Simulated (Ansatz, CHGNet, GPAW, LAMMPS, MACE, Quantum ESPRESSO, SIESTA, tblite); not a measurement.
**SIESTA on glassy 61Al2O3-39P2O5 (mol %) (104 atoms): settings against a plane-wave reference**

Aim: run glassy 61Al2O3-39P2O5 (mol %) (104 atoms) in SIESTA and see how near its forces come to a plane-wave reference, and at what cost.

Program: SIESTA 5.4.2. Level of theory: the method is named at each step. Results are calculated unless marked as measured.

## (1) The structure

The cell holds 104 atoms: 22 Al, 14 P and 68 O. Cell: a = 10.928 Å, b = 10.928 Å, c = 10.928 Å, α = 90.0°, β = 90.0°, γ = 90.0°. 104 atoms (22 Al, 14 P, 68 O) placed at random at 2.66 g/cm³, melted at 4000 K for 10 ps at fixed volume with the Morse and Coulomb pair potential with partial charges (Pedone, Malavasi, Menziani, Cormack and Segre, J. Phys. Chem. B 110, 11780 (2006)). Quenched from 4000 K to 300 K at 50 K/ps and fixed volume, held 10 ps at zero pressure.

The yardstick, on the same geometry:

```
method                                           : Kohn-Sham DFT, PBE, PAW, plane waves (Ansatz 0.2.0); cutoff 420 eV, Γ point, fermi-dirac smearing of 0.05 eV; PAW set soft_2
r.m.s. force component                           : 1.123 eV/Å
longest force                                    : 4.833 eV/Å
pressure                                         : 4.807 GPa
gap (highest filled to lowest empty level) : 3.341 eV
SCF cycles                                       : 9
time                                             : 18 s on 4 threads of Arm Neoverse V2, shared host
CPU time                                         : 67 s
```

## (2) PBE, DZP, shift 0.01 Ry, mesh 500 Ry

Method: Kohn-Sham DFT, PBE, PseudoDojo 0.4.1 norm-conserving pseudopotentials (converted to PSML), numerical atomic orbitals (DZP), diagonalisation.

The .psml files are PseudoDojo norm-conserving potentials that we converted to this format, checked against plane waves on the same files for H, C, O, Si, Ge and Ca alone.

Contents of input.fdf:

```
SystemLabel cell
NumberOfAtoms 104
NumberOfSpecies 3
%block ChemicalSpeciesLabel
  1 13 Al
  2 15 P
  3 8 O
%endblock ChemicalSpeciesLabel
LatticeConstant 1.0 Ang
%block LatticeVectors
  10.92802 0.00000 0.00000
  0.00000 10.92802 0.00000
  0.00000 0.00000 10.92802
%endblock LatticeVectors
PAO.BasisSize DZP
PAO.EnergyShift 0.01 Ry
XC.Functional GGA
XC.Authors PBE
MeshCutoff 500 Ry
%block kgrid_Monkhorst_Pack
  1 0 0 0.0
  0 1 0 0.0
  0 0 1 0.0
%endblock kgrid_Monkhorst_Pack
SolutionMethod diagon
OccupationFunction FD
ElectronicTemperature 580 K
SCF.Mixer.Method Pulay
SCF.Mixer.Weight 0.15
SCF.Mixer.History 8
SCF.Mix Hamiltonian
MaxSCFIterations 300
SCF.DM.Tolerance 1e-04
SCF.H.Tolerance 1.0e-3 eV
WriteForces T
Write.HirshfeldPop T
Write.VoronoiPop T
Write.DM F
Write.H F
XML.Write F
AtomicCoordinatesFormat Fractional
%block AtomicCoordinatesAndAtomicSpecies
  0.18532 0.50291 0.35003 1
  0.85571 0.07066 0.49822 1
  0.47070 0.58053 0.27548 1
  0.36452 0.76912 0.05267 1
  0.83312 0.61063 0.56616 1
  0.15697 0.46730 0.61810 1
  0.99459 0.76715 0.69737 1
  0.27662 0.64047 0.78106 1
  0.42135 0.07772 0.24049 1
  0.80724 0.28159 0.32679 1
  0.84517 0.79690 0.11018 1
  0.40297 0.47498 0.05782 1
  0.52778 0.55409 0.82933 1
  0.23680 0.20688 0.34943 1
  0.06100 0.71872 0.45157 1
  0.50954 0.32471 0.33190 1
  0.80892 0.19133 0.81788 1
  0.78292 0.95754 0.74825 1
  0.99837 0.57503 0.83739 1
  0.37176 0.89084 0.66720 1
  0.08685 0.10983 0.88750 1
  0.34974 0.66076 0.48443 1
  0.77685 0.54289 0.22207 2
  0.09519 0.82969 0.96212 2
  0.61804 0.81054 0.91482 2
  0.68632 0.94693 0.31298 2
  0.44105 0.38018 0.61474 2
  0.89616 0.33710 0.58395 2
  0.02614 0.21863 0.14277 2
  0.13909 0.07178 0.59670 2
  0.10327 0.48788 0.10148 2
  0.75266 0.44097 0.95956 2
  0.36112 0.19611 0.97510 2
  0.58491 0.75653 0.50411 2
  0.51561 0.13957 0.74965 2
  0.25629 0.87078 0.31954 2
  0.00936 0.03265 0.54609 3
  0.74802 0.88821 0.20409 3
  0.88734 0.06295 0.82859 3
  0.62105 0.47297 0.93182 3
  0.32538 0.80809 0.42331 3
  0.32477 0.84402 0.20227 3
  0.90902 0.21663 0.22259 3
  0.19473 0.15766 0.49866 3
  0.02658 0.37543 0.58981 3
  0.86409 0.83749 0.71490 3
  0.56569 0.00612 0.27007 3
  0.73631 0.77889 0.98324 3
  0.14527 0.52723 0.77339 3
  0.40419 0.32577 0.99439 3
  0.27981 0.00734 0.32490 3
  0.48029 0.38994 0.47945 3
  0.32838 0.62410 0.62516 3
  0.59049 0.69845 0.83488 3
  0.51026 0.66734 0.42739 3
  0.64794 0.57776 0.26503 3
[... 44 atom lines left out ...]
  0.09037 0.78739 0.59066 3
  0.87607 0.24498 0.48204 3
  0.49381 0.81416 0.58807 3
  0.84667 0.65445 0.18053 3
%endblock AtomicCoordinatesAndAtomicSpecies
```

Started as:

```console
> OMP_NUM_THREADS=1 mpirun -np 4 siesta < input.fdf > output.txt
```

What it wrote:

```text
Version         : 5.4.2
reinit: System Name:
reinit: System Label: cell
initatom: Reading input for the pseudopotentials and atomic orbitals ----------
Species number:   1 Atomic number:   13 Label: Al
Species number:   2 Atomic number:   15 Label: P
Species number:   3 Atomic number:    8 Label: O
Ground state valence configuration (from tables):   3s02  3p01  3d00  4f00
Ground state valence configuration (from tables):   3s02  3p03  3d00  4f00
Ground state valence configuration (from tables):   2s02  2p04  3d00  4f00
---- Processing specs for species: Al
GGA--PBE XC_GGA_X_PBE--XC_GGA_C_PBE pb
---- Processing specs for species: P
GGA--PBE XC_GGA_X_PBE--XC_GGA_C_PBE pb
---- Processing specs for species: O
GGA--PBE XC_GGA_X_PBE--XC_GGA_C_PBE pb
Al pseudopotential only contains V_ls up to l=2 -- lmxkb reset.
P pseudopotential only contains V_ls up to l=2 -- lmxkb reset.
O pseudopotential only contains V_ls up to l=2 -- lmxkb reset.
Using PAO.SplitTailNorm
%block ChemicalSpeciesLabel
    1   13 Al                      # Species index, atomic number, species label
    2   15 P                       # Species index, atomic number, species label
    3    8 O                       # Species index, atomic number, species label
%endblock ChemicalSpeciesLabel
%block PAO.Basis                 # Define Basis set
Al                    2                    # Species label, number of l-shells
 n=3   0   2                         # n, l, Nzeta
   6.130      4.449
   1.000      1.000
 n=3   1   2 P   1                   # n, l, Nzeta, Polarization, NzetaPol
   7.969      5.883
   1.000      1.000
P                     2                    # Species label, number of l-shells
 n=3   0   2                         # n, l, Nzeta
   4.859      3.414
   1.000      1.000
 n=3   1   2 P   1                   # n, l, Nzeta, Polarization, NzetaPol
[...]
O                     2                    # Species label, number of l-shells
 n=2   0   2                         # n, l, Nzeta
[...]
1.000      1.000
 n=2   1   2 P   1                   # n, l, Nzeta, Polarization, NzetaPol
   4.300      2.782
   1.000      1.000
%endblock PAO.Basis
coor:   Atomic-coordinates input format  =     Fractional
siesta: System type = bulk
initatomlists: Number of atoms, orbitals, and projectors:    104  1352  1532
siesta: ******************** Simulation parameters ****************************
Total number of electrons:   544.000000
Total ionic charge:   544.000000
 Kpoints in:            1 . Kpoints trimmed:            1
siesta: k-grid: Number of k-points = 1
siesta: k-points from Monkhorst-Pack grid
siesta: k-cutoff (effective) =     5.464 Ang
siesta: k-point supercell and displacements
siesta: k-grid:     1     0     0      0.000
siesta: k-grid:     0     1     0      0.000
siesta: k-grid:     0     0     1      0.000
                     ====================================
                        Single-point calculation
                     ====================================
outcell: Unit cell vectors (Ang):
       10.928020    0.000000    0.000000
        0.000000   10.928020    0.000000
        0.000000    0.000000   10.928020
outcell: Cell vector modules (Ang)   :   10.928020   10.928020   10.928020
outcell: Cell angles (23,13,12) (deg):     90.0000     90.0000     90.0000
outcell: Cell volume (Ang**3)        :   1305.0419
Gamma-point calculation with multiply-connected orbital pairs
Folding of H and S implicitly performed
Gamma-point calculation with multiply-connected orbital pairs
Folding of H and S implicitly performed
new_DM -- step:     1
Initializing Density Matrix...
Attempting to read DM from file... Failed...
DM filled with atomic data:
InitMesh: MESH = 150 x 150 x 150 = 3375000
InitMesh: Mesh cutoff (required, used) =   500.000   520.717 Ry
stepf: Fermi-Dirac step function
        iscf     Eharris(eV)        E_KS(eV)     FreeEng(eV)     dDmax    Ef(eV) dHmax(eV)
   scf:    1   -34350.420513   -34606.914949   -34606.914949  1.863339 -6.102843 14.378081
   scf:    2   -34697.560040   -34655.759250   -34655.759250  0.076861 -6.303948  9.097324
   scf:    3   -34696.494401   -34686.907717   -34686.907717  0.111679 -4.288558  1.283144
   scf:    4   -34686.990196   -34687.172772   -34687.172772  0.024342 -4.223987  0.822197
   scf:    5   -34687.578469   -34687.405536   -34687.405536  0.010567 -4.279732  0.474413
   scf:    6   -34687.533026   -34687.485505   -34687.485505  0.017466 -4.403721  0.097516
[...]
scf:   10   -34687.488371   -34687.488350   -34687.488350  0.000456 -4.411874  0.002056
   scf:   11   -34687.488352   -34687.488351   -34687.488351  0.000112 -4.411669  0.001327
   scf:   12   -34687.488352   -34687.488352   -34687.488352  0.000060 -4.411698  0.000264
SCF Convergence by DM+H criterion
max |DM_out - DM_in|         :     0.0000601907
max |H_out - H_in|      (eV) :     0.0002636495
SCF cycle converged after 12 iterations
Using DM_out to compute the final energy and forces
siesta: E_KS(eV) =           -34687.4884
siesta: E_KS - E_eggbox =    -34687.4884
siesta: Atomic forces (eV/Ang):
     1    0.174700    0.060737   -1.171274
     2    2.810282    0.075721    4.281104
     3    2.233151    0.158518   -1.584624
     4    1.147758   -0.717333    1.257618
     5   -0.315900    0.345803    0.076482
     6    0.010983    1.269366   -0.383603
[...]
102   -0.957459   -2.684560   -3.659942
   103    0.005593    0.789602    0.760619
   104    1.756135    0.751604    0.762215
----------------------------------------
   Tot   -0.000061    0.000923   -0.021437
----------------------------------------
   Max    5.150891
   Res    1.259296    sqrt( Sum f_i^2 / 3N )
----------------------------------------
   Max    5.150891    constrained
Stress tensor Voigt[x,y,z,yz,xz,xy] (kbar):      -50.03     -108.12      -79.99      -25.25        9.22        6.53
(Free)E + p*V (eV/cell)   -34622.8305
Target enthalpy (eV/cell)   -34687.4884
siesta: Program's energy decomposition (eV):
siesta: Ebs     =     -7869.553667
siesta: Eions   =     52824.136984
siesta: Ena     =      9225.089385
siesta: Ekin    =     22753.136098
siesta: Enl     =     -4523.429270
siesta: DEna    =       -26.047445
siesta: DUscf   =        44.187403
siesta: Ex      =     -8684.002070
siesta: Ec      =      -652.285468
siesta: Exc     =     -9336.287538
siesta: Eharris =    -34687.488352
siesta: Etot    =    -34687.488352
siesta: FreeEng =    -34687.488352
siesta: Final energy (eV):
siesta:  Band Struct. =   -7869.553667
siesta:       Kinetic =   22753.136098
siesta:       Hartree =   13240.695263
siesta:         Exch. =   -8684.002070
siesta:         Corr. =    -652.285468
siesta:   Exch.-corr. =   -9336.287538
siesta:  Ion-electron =  -46736.116128
siesta:       Ion-ion =  -14608.916047
siesta:         Total =  -34687.488352
siesta:         Fermi =      -4.411698
siesta: Stress tensor (static) (eV/Ang**3):
siesta:    -0.031224    0.004078    0.005757
siesta:     0.004078   -0.067484   -0.015758
siesta:     0.005757   -0.015758   -0.049926
siesta: Cell volume =       1305.041864 Ang**3
siesta: Pressure (static):
siesta:                Solid            Molecule  Units
siesta:           0.00053961          0.00065392  Ry/Bohr**3
siesta:           0.04954465          0.06004062  eV/Ang**3
siesta:          79.37927677         96.19568285  kBar
    Orbital volume contribution        =          46.056266 eV
    (Free)E + p_basis*V_orbitals       =      -34641.432086 eV
    (Free)Eharris+ p_basis*V_orbitals  =      -34641.432086 eV
Hirshfeld Atomic Populations:
Atom #   charge [q] valence [e]  Species
     1     0.315409    2.684591  Al
     2     0.403211    2.596789  Al
     3     0.369320    2.630680  Al
     4     0.432661    2.567339  Al
     5     0.367233    2.632767  Al
     6     0.435300    2.564700  Al
[...]
23     0.476023    4.523977  P
    24     0.478767    4.521233  P
    25     0.452516    4.547484  P
    26     0.518333    4.481667  P
    27     0.495325    4.504675  P
    28     0.486568    4.513432  P
[...]
37    -0.219972    6.219972  O
    38    -0.192443    6.192443  O
    39    -0.294697    6.294697  O
    40    -0.182991    6.182991  O
    41    -0.224426    6.224426  O
    42    -0.223088    6.223088  O
[...]
--------------------
 Total     0.000009
Voronoi Atomic Populations:
Atom #   charge [q] valence [e]  Species
[...]
20     0.490874    2.509126  Al
    21     0.509652    2.490348  Al
    22     0.393307    2.606693  Al
[...]
34     0.585217    4.414783  P
    35     0.601101    4.398899  P
    36     0.553200    4.446800  P
[...]
102    -0.103852    6.103852  O
   103    -0.196109    6.196109  O
   104    -0.244621    6.244621  O
--------------------
 Total     0.000009
```

It took 1.8 min on 4 MPI ranks of Arm Neoverse V2, shared host; peak memory 3 GiB; 7.3 min of CPU time.

Banners, paths, timers and routine set-up lines are dropped from the logs unmarked, and long logs keep their key lines alone; longer cuts are marked.

Numbers from this run, and their distance from the reference:

```
r.m.s. force component                           : 1.259 eV/Å
r.m.s. difference of force components            : 231.2 meV/Å
longest difference of force vectors              : 840.9 meV/Å
force difference over r.m.s. force               : 20.58 %
slope of forces against the reference's          : 1.107
correlation of force components                  : 0.9876
gap (highest filled to lowest empty level) : 3.309 eV
gap difference                                   : -0.0316 eV
pressure                                         : 7.938 GPa
pressure difference                              : 3.131 GPa
```

Length of the force difference by element (eV/Å):

```csv
element,atoms,mean,most
Al,22,0.30,0.54
O,68,0.42,0.84
P,14,0.21,0.35
```

Levels nearest the highest filled one (eV from it): -1.08, -0.93, -0.80, -0.76, -0.70, -0.55, -0.44, -0.38, -0.34, -0.24, -0.16, 0.00, 3.31, 4.36, 4.50, 4.72, 4.84, 5.03, 5.11, 5.14, 5.35, 5.47, 5.55, 5.63.

Local excerpt of 13 atoms (numbers count through the whole input) about O88, which has 3 bonded neighbours where the commonest count for O is 2; x, y, z are measured from there.

```csv
atom,x,y,z,distance (Å),bonds,Hirshfeld charge (e),Fx,Fy,Fz (eV/Å)
O88,0.00,0.00,0.00,0.00,3,-0.12,-0.44,-2.46,-1.26
P24,0.52,0.88,1.16,1.54,4,0.48,0.58,0.44,0.10
Al7,-0.58,0.19,-1.73,1.84,4,0.30,-1.43,0.97,1.33
Al19,-0.54,-1.91,-0.20,1.99,5,0.40,-1.30,-0.92,0.51
O64,0.80,2.22,0.60,2.44,2,-0.20,0.91,1.90,-0.93
O92,-0.60,1.03,2.17,2.47,2,-0.20,-2.26,-0.47,2.36
O98,1.78,0.22,1.71,2.48,2,-0.19,-0.23,-0.88,-0.01
O66,-1.19,-1.45,-1.86,2.64,3,-0.25,0.46,-1.45,1.91
O90,-0.13,-2.15,1.55,2.65,2,-0.22,0.17,-0.15,0.89
O46,-2.01,0.96,-1.54,2.71,2,-0.35,-0.86,-0.98,-0.07
O49,1.07,-2.43,-0.90,2.80,3,-0.25,0.37,0.51,-0.15
Al8,2.50,-1.19,-0.82,2.89,4,0.36,0.45,0.95,-1.36
O101,0.47,0.42,-2.90,2.97,2,-0.35,3.71,0.92,-2.62
```

Forces lie 21 % from the reference's, at 6.5 times its CPU time.

## (3) PBE, DZ, shift 0.01 Ry, mesh 500 Ry

Method: Kohn-Sham DFT, PBE, PseudoDojo 0.4.1 norm-conserving pseudopotentials (converted to PSML), numerical atomic orbitals (DZ), diagonalisation.

input.fdf: that of step 2 with these lines changed.

```diff
@@ -14,3 +14,3 @@
 %endblock LatticeVectors
-PAO.BasisSize DZP
+PAO.BasisSize DZ
 PAO.EnergyShift 0.01 Ry
```

Started as:

```console
> OMP_NUM_THREADS=1 mpirun -np 2 siesta < input.fdf > output.txt
```

What it wrote:

```text
Version         : 5.4.2
reinit: System Name:
reinit: System Label: cell
initatom: Reading input for the pseudopotentials and atomic orbitals ----------
Species number:   1 Atomic number:   13 Label: Al
Species number:   2 Atomic number:   15 Label: P
Species number:   3 Atomic number:    8 Label: O
Ground state valence configuration (from tables):   3s02  3p01  3d00  4f00
[... lines left out ...]
SCF Convergence by DM+H criterion
[... lines left out ...]
SCF cycle converged after 13 iterations
[... lines left out ...]
   Max    9.570829
[... lines left out ...]
   Max    9.570829    constrained
Stress tensor Voigt[x,y,z,yz,xz,xy] (kbar):     -231.71     -272.47     -249.98      -21.68       14.06        4.31
[... lines left out ...]
siesta: FreeEng =    -34563.902145
[... lines left out ...]
siesta:         Fermi =      -3.934176
[... lines left out ...]
siesta:         251.38811954        275.03353101  kBar
[... lines left out ...]
    (Free)Eharris+ p_basis*V_orbitals  =      -34533.100248 eV
Hirshfeld Atomic Populations:
Atom #   charge [q] valence [e]  Species
     1     0.336975    2.663025  Al
     2     0.430329    2.569671  Al
     3     0.393981    2.606019  Al
[...]
23     0.628468    4.371532  P
    24     0.643009    4.356991  P
    25     0.613378    4.386622  P
[...]
37    -0.270925    6.270925  O
    38    -0.240538    6.240538  O
    39    -0.317909    6.317909  O
[...]
--------------------
 Total    -0.000010
Voronoi Atomic Populations:
Atom #   charge [q] valence [e]  Species
[...]
21     0.581119    2.418881  Al
    22     0.425893    2.574107  Al
[...]
35     0.729483    4.270517  P
    36     0.668317    4.331683  P
[...]
103    -0.239634    6.239634  O
   104    -0.285878    6.285878  O
--------------------
 Total    -0.000010
```

The job ended after 88 s (2 MPI ranks; peak memory 1.6 GiB).

Compared with the plane-wave run:

| Property | Result |
| --- | --- |
| r.m.s. force component | 2.472 eV/Å |
| r.m.s. difference of force components | 1892 meV/Å |
| longest difference of force vectors | 5686 meV/Å |
| force difference over r.m.s. force | 168.4 % |
| slope of forces against the reference's | 1.503 |
| correlation of force components | 0.6829 |
| gap (highest filled to lowest empty level) | 2.969 eV |
| gap difference | -0.3718 eV |
| pressure | 25.14 GPa |
| pressure difference | 20.33 GPa |

This is a coarse setting, run to see what it loses.

Against the first run (21 %), the force difference from the reference is 168 %, at 0.40 times the CPU time (on 2 against 4 cores), with 832 basis functions against 1352: the smaller basis costs accuracy.

The difference per atom is largest on O (3.5 eV/Å on average, against 1.2 on P).

(Continued in part 2 of 2.)

[Also dropped from logs without a mark: logging warnings of Python, and SIESTA's first energy breakdown and zero terms.]

[Logs are printed without paths, hosts, clocks, repeated set-up lines and the standing remarks that a program may print on its own settings, such as how far it seeks lower states.]

[Hosts, paths, dates, database ids (printed as entryN), source tags and the programs' standing remarks are cut or masked in the printed files.]
